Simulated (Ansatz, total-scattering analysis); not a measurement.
# amorphous 20In2O3-80ZnO (mol %): neutron diffraction with isotope substitution

Two samples of amorphous 20In2O3-80ZnO (mol %) (In 15.4, Zn 30.8, O 53.9 atom %; 300 K, fixed volume (mean pressure -1.4 GPa); ρ₀ = 0.0726 Å⁻³) differ only in the isotope of Zn: 67Zn (b = 7.58 fm) and 64Zn (b = 5.23 fm). Other lengths: In 4.065, O 5.8037 fm. The data are simulated by ab initio molecular dynamics with Ansatz (PBE, plane waves, PAW set soft_1, Langevin thermostat, no spin, fixed volume). The average runs over 1.70 ps of 65 atoms, so shells between rare elements are rough. Mean temperature 341 K, largest m.s.d. 0.31 Å², energy drift -10 meV an atom (last third less first), Langevin friction 2 ps⁻¹; the first quarter of the run is discarded. Preparation: atoms packed at random with minimum distances, then 1.6 ps at 2600 K, 1.7 ps at 1610 K and 1.8 ps at 860 K with a cheaper basis and a friction of 10 ps⁻¹ (mean temperature of the first stage 2610 K), too short to forget the start in full. So short a stretch relaxes bonds and nearest shells but still remembers its start. It is rigid on the time of the run. A cell quenched within picoseconds keeps more over- and under-coordinated atoms than a real glass or film, so this is a model of such a quench. The potential energy falls by 10 meV an atom from the first to the last third of the average, so the sample is relaxing or ordering and this is no equilibrium average. The partials come from the cell's reciprocal vectors below 4 Å⁻¹ and from g(r) above; absorption, incoherent and inelastic scattering are left out. F(Q) = Σ ci cj bi bj (Sij − 1), in barn per steradian and atom:

```tsv
Q (Å⁻¹)	67Zn	64Zn	difference
0.9	-0.349	-0.273	-0.076
1.2	-0.332	-0.261	-0.071
1.5	-0.289	-0.227	-0.062
1.8	-0.152	-0.130	-0.022
2.1	-0.080	-0.073	-0.007
2.4	-0.036	0.003	-0.039
2.7	-0.034	-0.024	-0.010
3.0	-0.077	-0.061	-0.016
3.3	-0.033	-0.025	-0.008
3.6	0.029	0.028	0.001
3.9	0.168	0.126	0.042
4.2	0.183	0.136	0.047
4.5	0.084	0.060	0.024
4.8	-0.055	-0.046	-0.009
5.1	-0.133	-0.104	-0.029
5.4	-0.126	-0.096	-0.030
5.7	-0.073	-0.051	-0.022
6.0	-0.013	-0.003	-0.010
6.3	0.040	0.035	0.006
6.6	0.076	0.057	0.019
6.9	0.078	0.055	0.023
7.2	0.045	0.032	0.014
7.5	0.001	0.000	0.001
7.8	-0.029	-0.023	-0.006
8.1	-0.038	-0.032	-0.007
8.4	-0.036	-0.029	-0.007
8.7	-0.028	-0.020	-0.009
9.0	-0.016	-0.008	-0.008
9.3	0.004	0.007	-0.003
9.6	0.025	0.020	0.004
9.9	0.033	0.024	0.009
10.2	0.025	0.016	0.009
10.5	0.010	0.004	0.006
10.8	-0.002	-0.004	0.002
```

The first difference in real space, ΔG(r), in barn (from the pair functions, so without the broadening of a finite Q range):

```csv
r (Å),first difference G(r)
1.38,-0.081
1.46,-0.081
1.54,-0.081
1.62,-0.081
1.70,-0.081
1.78,-0.076
1.86,0.017
1.94,0.212
2.02,0.241
2.10,0.122
2.18,0.021
2.26,-0.034
2.34,-0.056
2.42,-0.068
2.50,-0.073
2.58,-0.066
2.66,-0.060
2.74,-0.038
2.82,-0.028
2.90,-0.015
2.98,0.014
3.06,0.044
3.14,0.045
3.22,0.041
3.30,0.036
3.38,0.026
3.46,0.013
3.54,0.010
3.62,0.004
3.70,0.005
3.78,0.008
3.86,0.008
3.94,0.003
4.02,-0.002
4.10,-0.001
4.18,-0.011
4.26,-0.015
4.34,-0.012
4.42,-0.010
4.50,0.000
4.58,0.010
```

Q: What does the difference say of the neighbours of Zn?

Pairs without Zn cancel. ΔG(r) = Σ W [g(r) − 1] with W = 2 c(Zn) c(j) b(j) Δb, and c(Zn)² (b₁² − b₂²) for Zn–Zn: Zn–In 0.0090, Zn–Zn 0.0285, Zn–O 0.0452 barn. At small r, ΔG → −ΣW = -0.083; in this finite cell the Zn–Zn term carries (N − 1)/N with N = 20 atoms of Zn, which gives -0.081.

The first feature, at 1.99 Å, is Zn–O. n = 4πρ₀ c(O)/W ∫ r² [ΔG − ΔG(0)] dr up to 2.58 Å gives 4.1 O around each Zn; the coordinates give 4.09 up to 2.58 Å.

Shells of Zn from the coordinates: Zn–O at 1.99 Å, 4.1 neighbours to 2.58 Å; Zn–Zn at 3.08 Å, 6.9 neighbours to 4.06 Å, a soft count; In–Zn at 3.15 Å, 3.5 neighbours to 4.26 Å (first peaks with a usable minimum only).

[Logs are printed without paths, hosts, clocks, repeated set-up lines and the standing remarks that a program may print on its own settings, such as how far it seeks lower states.]
